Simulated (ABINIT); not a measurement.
# CsHgH3 (Pm-3m): zone-centre phonons, part 3 of 3

Which modes does CsHgH3 (Pm-3m) have at the zone centre?

ABINIT 10.8.3; DFT LDA, scalar-relativistic, plane waves, PseudoDojo norm-conserving pseudopotentials.

So far. Step 5 (Relaxation): The volume changes by +0.2 % in this run and stands -27.8 % from the first cell. Step 7 (Linear response at Γ): The acoustic modes at Γ come out as far as 1.1 cm⁻¹ from zero, where they should vanish, a small numerical error. The relaxed cell has a = 4.168 Å (conventional setting).

The structure was built from a prototype and need not be the compound's stable phase.

**8. Zone-centre analysis**

anaddb reads the merged derivatives and imposes the acoustic sum rule.

Contents of anaddb.abi:

```
ddb_filepath "gamma_DDB"
output_file "anaddb.abo"
outdata_prefix "anaddb"
asr 1
chneut 1
enunit 2
eivec 1
nph1l 1
qph1l 0.0 0.0 0.0 1.0
```

Contents of mrgddb.in:

```
gamma_DDB
merged
2
dfpt_gammao_DDB
gso_DDB
```

Run with:

```sh
mrgddb < mrgddb.in > mrgddb.log
OMP_NUM_THREADS=1 anaddb anaddb.abi > anaddb.log
```

anaddb.abo, the main output file:

```text
-outvars_anaddb: echo values of input variables ----------------------

 Miscellaneous information :
      enunit         2
       eivec         1
         asr         1
 First list of wavevector (reduced coord.) :
       nph1l         1
       qph1l
                     0.00000000E+00  0.00000000E+00  0.00000000E+00    1.000E+00

================================================================================

 read the DDB information and perform some checks

  ==== Info on the Cryst% object ====
 Real(R)+Recip(G) space primitive vectors, cartesian coordinates (Bohr,Bohr^-1):
 R(1)=  7.8757111  0.0000000  0.0000000  G(1)=  0.1269727  0.0000000  0.0000000
 R(2)=  0.0000000  7.8757111  0.0000000  G(2)=  0.0000000  0.1269727  0.0000000
 R(3)=  0.0000000  0.0000000  7.8757111  G(3)=  0.0000000  0.0000000  0.1269727
 Unit cell volume ucvol=  4.8850536E+02 bohr^3
 Angles (23,13,12)=  9.00000000E+01  9.00000000E+01  9.00000000E+01 degrees
 Time-reversal symmetry is present
 Reduced atomic positions [iatom, xred, symbol]:
    1)    0.0000000  0.0000000  0.0000000  Cs
    2)    0.5000000  0.5000000  0.5000000  Hg
    3)    0.5000000  0.5000000  0.0000000   H
    4)    0.5000000  0.0000000  0.5000000   H
    5)    0.0000000  0.5000000  0.5000000   H

 DDB file with 3 blocks has been read.

================================================================================

 Treat the first list of vectors

  Phonon wavevector (reduced coordinates) :  0.00000  0.00000  0.00000
 Phonon energies in Hartree :
   0.000000E+00  0.000000E+00  0.000000E+00  4.005778E-04  4.005778E-04
   4.005778E-04  2.565269E-03  2.565269E-03  2.565269E-03  3.331446E-03
   3.331446E-03  3.331446E-03  4.119780E-03  4.119780E-03  4.119780E-03
 Phonon energies in meV     :
-  0.000000E+00  0.000000E+00  0.000000E+00  1.090028E+01  1.090028E+01
-  1.090028E+01  6.980452E+01  6.980452E+01  6.980452E+01  9.065326E+01
-  9.065326E+01  9.065326E+01  1.121049E+02  1.121049E+02  1.121049E+02
 Phonon frequencies in cm-1    :
-  0.000000E+00  0.000000E+00  0.000000E+00  8.791666E+01  8.791666E+01
-  8.791666E+01  5.630114E+02  5.630114E+02  5.630114E+02  7.311678E+02
-  7.311678E+02  7.311678E+02  9.041873E+02  9.041873E+02  9.041873E+02
 Phonon frequencies in Thz     :
-  0.000000E+00  0.000000E+00  0.000000E+00  2.635675E+00  2.635675E+00
-  2.635675E+00  1.687866E+01  1.687866E+01  1.687866E+01  2.191986E+01
-  2.191986E+01  2.191986E+01  2.710685E+01  2.710685E+01  2.710685E+01
 Phonon energies in Kelvin  :
-  0.000000E+00  0.000000E+00  0.000000E+00  1.264925E+02  1.264925E+02
-  1.264925E+02  8.100478E+02  8.100478E+02  8.100478E+02  1.051987E+03
-  1.051987E+03  1.051987E+03  1.300924E+03  1.300924E+03  1.300924E+03

 Eigendisplacements
 (will be given, for each mode : in cartesian coordinates
   for each atom the real part of the displacement vector,
   then the imaginary part of the displacement vector - absolute values smaller than 1.0d-7 are set to zero)
  Mode number    1   Energy    0.000000E+00
 Attention : low frequency mode.
   (Could be unstable or acoustic mode)
-  1  0.00000000E+00  0.00000000E+00 -1.27677546E-03
-     0.00000000E+00  0.00000000E+00  0.00000000E+00
-  2  0.00000000E+00  0.00000000E+00 -1.27677774E-03
-     0.00000000E+00  0.00000000E+00  0.00000000E+00
-  3  0.00000000E+00  0.00000000E+00 -1.27677412E-03
-     0.00000000E+00  0.00000000E+00  0.00000000E+00
-  4  0.00000000E+00  0.00000000E+00 -1.27677808E-03
-     0.00000000E+00  0.00000000E+00  0.00000000E+00
-  5  0.00000000E+00  0.00000000E+00 -1.27677808E-03
-     0.00000000E+00  0.00000000E+00  0.00000000E+00
  Mode number    2   Energy    0.000000E+00
 Attention : low frequency mode.
   (Could be unstable or acoustic mode)
-  1  0.00000000E+00 -1.27677546E-03  0.00000000E+00
-     0.00000000E+00  0.00000000E+00  0.00000000E+00
-  2  0.00000000E+00 -1.27677774E-03  0.00000000E+00
-     0.00000000E+00  0.00000000E+00  0.00000000E+00
-  3  0.00000000E+00 -1.27677808E-03  0.00000000E+00
-     0.00000000E+00  0.00000000E+00  0.00000000E+00
-  4  0.00000000E+00 -1.27677412E-03  0.00000000E+00
-     0.00000000E+00  0.00000000E+00  0.00000000E+00
-  5  0.00000000E+00 -1.27677808E-03  0.00000000E+00
-     0.00000000E+00  0.00000000E+00  0.00000000E+00
  Mode number    3   Energy    0.000000E+00
 Attention : low frequency mode.
   (Could be unstable or acoustic mode)
-  1  1.27677546E-03  0.00000000E+00  0.00000000E+00
-     0.00000000E+00  0.00000000E+00  0.00000000E+00
-  2  1.27677774E-03  0.00000000E+00  0.00000000E+00
-     0.00000000E+00  0.00000000E+00  0.00000000E+00
-  3  1.27677808E-03  0.00000000E+00  0.00000000E+00
-     0.00000000E+00  0.00000000E+00  0.00000000E+00
-  4  1.27677808E-03  0.00000000E+00  0.00000000E+00
-     0.00000000E+00  0.00000000E+00  0.00000000E+00
-  5  1.27677412E-03  0.00000000E+00  0.00000000E+00
-     0.00000000E+00  0.00000000E+00  0.00000000E+00
  Mode number    4   Energy    4.005778E-04
-  1  0.00000000E+00  0.00000000E+00 -1.56793782E-03
-     0.00000000E+00  0.00000000E+00  0.00000000E+00
-  2  0.00000000E+00  0.00000000E+00  1.04862427E-03
-     0.00000000E+00  0.00000000E+00  0.00000000E+00
-  3  0.00000000E+00  0.00000000E+00 -5.94717863E-04
-     0.00000000E+00  0.00000000E+00  0.00000000E+00
-  4  0.00000000E+00  0.00000000E+00 -6.73167668E-04
-     0.00000000E+00  0.00000000E+00  0.00000000E+00
-  5  0.00000000E+00  0.00000000E+00 -6.73167668E-04
-     0.00000000E+00  0.00000000E+00  0.00000000E+00
  Mode number    5   Energy    4.005778E-04
-  1  0.00000000E+00  1.56793782E-03  0.00000000E+00
-     0.00000000E+00  0.00000000E+00  0.00000000E+00
-  2  0.00000000E+00 -1.04862427E-03  0.00000000E+00
-     0.00000000E+00  0.00000000E+00  0.00000000E+00
-  3  0.00000000E+00  6.73167668E-04  0.00000000E+00
-     0.00000000E+00  0.00000000E+00  0.00000000E+00
-  4  0.00000000E+00  5.94717862E-04  0.00000000E+00
-     0.00000000E+00  0.00000000E+00  0.00000000E+00
-  5  0.00000000E+00  6.73167668E-04  0.00000000E+00
-     0.00000000E+00  0.00000000E+00  0.00000000E+00
  Mode number    6   Energy    4.005778E-04
-  1  1.56793782E-03  0.00000000E+00  0.00000000E+00
-     0.00000000E+00  0.00000000E+00  0.00000000E+00
-  2 -1.04862427E-03  0.00000000E+00  0.00000000E+00
-     0.00000000E+00  0.00000000E+00  0.00000000E+00
-  3  6.73167668E-04  0.00000000E+00  0.00000000E+00
-     0.00000000E+00  0.00000000E+00  0.00000000E+00
-  4  6.73167668E-04  0.00000000E+00  0.00000000E+00
-     0.00000000E+00  0.00000000E+00  0.00000000E+00
-  5  5.94717862E-04  0.00000000E+00  0.00000000E+00
-     0.00000000E+00  0.00000000E+00  0.00000000E+00
  Mode number    7   Energy    2.565269E-03
-  1  0.00000000E+00  0.00000000E+00 -1.94949601E-04
-     0.00000000E+00  0.00000000E+00  0.00000000E+00
-  2  0.00000000E+00  0.00000000E+00 -7.07682554E-05
-     0.00000000E+00  0.00000000E+00  0.00000000E+00
-  3  0.00000000E+00  4.22077110E-07  1.59114086E-02
-     0.00000000E+00  0.00000000E+00  0.00000000E+00
-  4  0.00000000E+00  5.62514730E-07  1.19389609E-02
-     0.00000000E+00  0.00000000E+00  0.00000000E+00
-  5  0.00000000E+00  4.22077110E-07  1.19389609E-02
-     0.00000000E+00  0.00000000E+00  0.00000000E+00
  Mode number    8   Energy    2.565269E-03
-  1  0.00000000E+00  1.94949601E-04  0.00000000E+00
-     0.00000000E+00  0.00000000E+00  0.00000000E+00
-  2  0.00000000E+00  7.07682553E-05  0.00000000E+00
-     0.00000000E+00  0.00000000E+00  0.00000000E+00
-  3 -6.99190523E-07 -1.19389609E-02  5.62510733E-07
-     0.00000000E+00  0.00000000E+00  0.00000000E+00
-  4 -6.99190523E-07 -1.59114086E-02  4.22074111E-07
-     0.00000000E+00  0.00000000E+00  0.00000000E+00
-  5 -9.31832025E-07 -1.19389609E-02  4.22074111E-07
-     0.00000000E+00  0.00000000E+00  0.00000000E+00
  Mode number    9   Energy    2.565269E-03
-  1  1.94949601E-04  0.00000000E+00  0.00000000E+00
-     0.00000000E+00  0.00000000E+00  0.00000000E+00
-  2  7.07682553E-05  0.00000000E+00  0.00000000E+00
-     0.00000000E+00  0.00000000E+00  0.00000000E+00
-  3 -1.19389609E-02  6.99188713E-07  0.00000000E+00
-     0.00000000E+00  0.00000000E+00  0.00000000E+00
-  4 -1.19389609E-02  9.31829613E-07  0.00000000E+00
-     0.00000000E+00  0.00000000E+00  0.00000000E+00
-  5 -1.59114086E-02  6.99188713E-07  0.00000000E+00
-     0.00000000E+00  0.00000000E+00  0.00000000E+00
  Mode number   10   Energy    3.331446E-03
-  1  0.00000000E+00  0.00000000E+00  0.00000000E+00
-     0.00000000E+00  0.00000000E+00  0.00000000E+00
-  2  0.00000000E+00  0.00000000E+00  0.00000000E+00
-     0.00000000E+00  0.00000000E+00  0.00000000E+00
-  3  0.00000000E+00  0.00000000E+00  0.00000000E+00
-     0.00000000E+00  0.00000000E+00  0.00000000E+00
-  4  0.00000000E+00  0.00000000E+00  1.64963405E-02
-     0.00000000E+00  0.00000000E+00  0.00000000E+00
-  5  0.00000000E+00  0.00000000E+00 -1.64963405E-02
-     0.00000000E+00  0.00000000E+00  0.00000000E+00
  Mode number   11   Energy    3.331446E-03
-  1  0.00000000E+00  0.00000000E+00  0.00000000E+00
-     0.00000000E+00  0.00000000E+00  0.00000000E+00
-  2  0.00000000E+00  0.00000000E+00  0.00000000E+00
-     0.00000000E+00  0.00000000E+00  0.00000000E+00
-  3  2.28935846E-07  1.64963404E-02  0.00000000E+00
-     0.00000000E+00  0.00000000E+00  0.00000000E+00
-  4 -2.28935846E-07  0.00000000E+00  0.00000000E+00
-     0.00000000E+00  0.00000000E+00  0.00000000E+00
-  5  0.00000000E+00 -1.64963404E-02  0.00000000E+00
-     0.00000000E+00  0.00000000E+00  0.00000000E+00
  Mode number   12   Energy    3.331446E-03
-  1  0.00000000E+00  0.00000000E+00  0.00000000E+00
-     0.00000000E+00  0.00000000E+00  0.00000000E+00
-  2  0.00000000E+00  0.00000000E+00  0.00000000E+00
-     0.00000000E+00  0.00000000E+00  0.00000000E+00
-  3  1.64963404E-02 -2.28935845E-07  0.00000000E+00
-     0.00000000E+00  0.00000000E+00  0.00000000E+00
-  4 -1.64963404E-02  0.00000000E+00  0.00000000E+00
-     0.00000000E+00  0.00000000E+00  0.00000000E+00
-  5  0.00000000E+00  2.28935845E-07  0.00000000E+00
-     0.00000000E+00  0.00000000E+00  0.00000000E+00
  Mode number   13   Energy    4.119780E-03
-  1  0.00000000E+00  0.00000000E+00  3.17172579E-05
-     0.00000000E+00  0.00000000E+00  0.00000000E+00
-  2  0.00000000E+00  0.00000000E+00  7.02825939E-06
-     0.00000000E+00  0.00000000E+00  0.00000000E+00
-  3  0.00000000E+00  0.00000000E+00  1.70029918E-02
-     0.00000000E+00  0.00000000E+00  0.00000000E+00
-  4  0.00000000E+00  0.00000000E+00 -1.12919061E-02
-     0.00000000E+00  0.00000000E+00  0.00000000E+00
-  5  0.00000000E+00  0.00000000E+00 -1.12919061E-02
-     0.00000000E+00  0.00000000E+00  0.00000000E+00
  Mode number   14   Energy    4.119780E-03
-  1  0.00000000E+00 -3.17172576E-05  0.00000000E+00
-     0.00000000E+00  0.00000000E+00  0.00000000E+00
-  2  0.00000000E+00 -7.02825933E-06  0.00000000E+00
-     0.00000000E+00  0.00000000E+00  0.00000000E+00
-  3 -1.47096184E-06  1.12919060E-02  0.00000000E+00
-     0.00000000E+00  0.00000000E+00  0.00000000E+00
-  4 -1.47096184E-06 -1.70029917E-02  0.00000000E+00
-     0.00000000E+00  0.00000000E+00  0.00000000E+00
-  5  2.21492739E-06  1.12919060E-02  0.00000000E+00
-     0.00000000E+00  0.00000000E+00  0.00000000E+00
  Mode number   15   Energy    4.119780E-03
-  1  3.17172576E-05  0.00000000E+00  0.00000000E+00
-     0.00000000E+00  0.00000000E+00  0.00000000E+00
-  2  7.02825933E-06  0.00000000E+00  0.00000000E+00
-     0.00000000E+00  0.00000000E+00  0.00000000E+00
-  3 -1.12919060E-02 -1.47096184E-06  0.00000000E+00
-     0.00000000E+00  0.00000000E+00  0.00000000E+00
-  4 -1.12919060E-02  2.21492739E-06  0.00000000E+00
-     0.00000000E+00  0.00000000E+00  0.00000000E+00
-  5  1.70029917E-02 -1.47096184E-06  0.00000000E+00
-     0.00000000E+00  0.00000000E+00  0.00000000E+00

 Analysis of degeneracies and characters (maximum tolerance=1.00E-06 a.u.)
 For each vibration mode, or group of modes if degenerate,
 the characters are given for each symmetry operation (see the list in the log file).
 Symmetry characters of vibration mode #   1
       degenerate with vibration modes #   2 to    3
  3.0 -3.0 -1.0  1.0 -1.0  1.0 -1.0  1.0  1.0 -1.0 -1.0  1.0  1.0 -1.0 -1.0  1.0
  0.0 -0.0  0.0 -0.0 -0.0  0.0 -0.0  0.0  1.0 -1.0 -1.0  1.0 -1.0  1.0  1.0 -1.0
  0.0 -0.0 -0.0  0.0 -0.0  0.0  0.0 -0.0  1.0 -1.0  1.0 -1.0 -1.0  1.0 -1.0  1.0
 Symmetry characters of vibration mode #   4
       degenerate with vibration modes #   5 to    6
  3.0 -3.0 -1.0  1.0 -1.0  1.0 -1.0  1.0  1.0 -1.0 -1.0  1.0  1.0 -1.0 -1.0  1.0
  0.0 -0.0  0.0 -0.0 -0.0  0.0 -0.0  0.0  1.0 -1.0 -1.0  1.0 -1.0  1.0  1.0 -1.0
  0.0 -0.0 -0.0  0.0 -0.0  0.0  0.0 -0.0  1.0 -1.0  1.0 -1.0 -1.0  1.0 -1.0  1.0
 Symmetry characters of vibration mode #   7
       degenerate with vibration modes #   8 to    9
  3.0 -3.0 -1.0  1.0 -1.0  1.0 -1.0  1.0  1.0 -1.0 -1.0  1.0  1.0 -1.0 -1.0  1.0
 -0.0  0.0 -0.0  0.0  0.0 -0.0  0.0 -0.0  1.0 -1.0 -1.0  1.0 -1.0  1.0  1.0 -1.0
 -0.0  0.0  0.0 -0.0  0.0 -0.0 -0.0  0.0  1.0 -1.0  1.0 -1.0 -1.0  1.0 -1.0  1.0
 Symmetry characters of vibration mode #  10
       degenerate with vibration modes #  11 to   12
  3.0 -3.0 -1.0  1.0 -1.0  1.0 -1.0  1.0 -1.0  1.0  1.0 -1.0 -1.0  1.0  1.0 -1.0
 -0.0  0.0 -0.0  0.0  0.0 -0.0  0.0 -0.0 -1.0  1.0  1.0 -1.0  1.0 -1.0 -1.0  1.0
 -0.0  0.0  0.0 -0.0  0.0 -0.0 -0.0  0.0 -1.0  1.0 -1.0  1.0  1.0 -1.0  1.0 -1.0
 Symmetry characters of vibration mode #  13
       degenerate with vibration modes #  14 to   15
  3.0 -3.0 -1.0  1.0 -1.0  1.0 -1.0  1.0  1.0 -1.0 -1.0  1.0  1.0 -1.0 -1.0  1.0
 -0.0  0.0 -0.0  0.0  0.0 -0.0  0.0 -0.0  1.0 -1.0 -1.0  1.0 -1.0  1.0  1.0 -1.0
 -0.0  0.0  0.0 -0.0  0.0 -0.0 -0.0  0.0  1.0 -1.0  1.0 -1.0 -1.0  1.0 -1.0  1.0
-
```

It took 0.56 s on 1 thread of Arm Neoverse N1, shared host.

No LO-TO term; unit eigenvectors of the mass-weighted matrix, from anaddb's displacements. The modes at Γ (shares of kinetic energy by element, %):

```tsv
mode	frequency (cm⁻¹)	symmetry	Cs %	Hg %	H %
1	0.0	acoustic	39	60	1
2	0.0	acoustic	39	60	1
3	0.0	acoustic	39	60	1
4	87.9	T1u	60	40	0
5	87.9	T1u	60	40	0
6	87.9	T1u	60	40	0
7	563.0	T1u	1	0	99
8	563.0	T1u	1	0	99
9	563.0	T1u	1	0	99
10	731.2	T2u	0	0	100
11	731.2	T2u	0	0	100
12	731.2	T2u	0	0	100
13	904.2	T1u	0	0	100
14	904.2	T1u	0	0	100
15	904.2	T1u	0	0	100
```

Displacements in mode 4 (87.9 cm⁻¹), the largest set to 1:
```
Cs1  0.00  0.00 -1.00
Hg2  0.00  0.00  0.67
H3   0.00  0.00 -0.38
H4   0.00  0.00 -0.43
H5   0.00  0.00 -0.43
```

Displacements in mode 13 (904.2 cm⁻¹), the largest set to 1:
```
Cs1  0.00  0.00  0.00
Hg2  0.00  0.00  0.00
H3   0.00  0.00  1.00
H4   0.00  0.00 -0.66
H5   0.00  0.00 -0.66
```

The rule moves no optical mode by more than 0.1 cm⁻¹.

**9. What came out**

| Quantity | Value |
| --- | --- |
| space group after relaxation | Pm-3m |
| volume per atom | 14.5 Å³ |
| highest optical zone-centre mode (no LO-TO term) | 904.2 cm⁻¹ |
| lowest optical zone-centre mode | 87.9 cm⁻¹ |
| imaginary optical modes at the zone centre (no q mesh in this session) | none |

At the LDA level the optical modes of CsHgH3 (Pm-3m) at the zone centre run from 88 to 904 cm⁻¹. These are harmonic frequencies at zero temperature: anharmonic shifts and linewidths and thermal expansion are left out. Spin-orbit coupling is left out, which can matter for the heavy elements here. In a metal the frequencies hang on the k mesh and the smearing, most of all near Kohn anomalies. The structure is a hypothetical one, built on a prototype.

[Host names and launcher messages were left out of these logs when they were recorded.]

[Logs are printed without paths, hosts, clocks, repeated set-up lines and the standing remarks that a program may print on its own settings, such as how far it seeks lower states.]

[Hosts, paths, dates, database ids (printed as entryN), source tags and the programs' standing remarks are cut or masked in the printed files.]
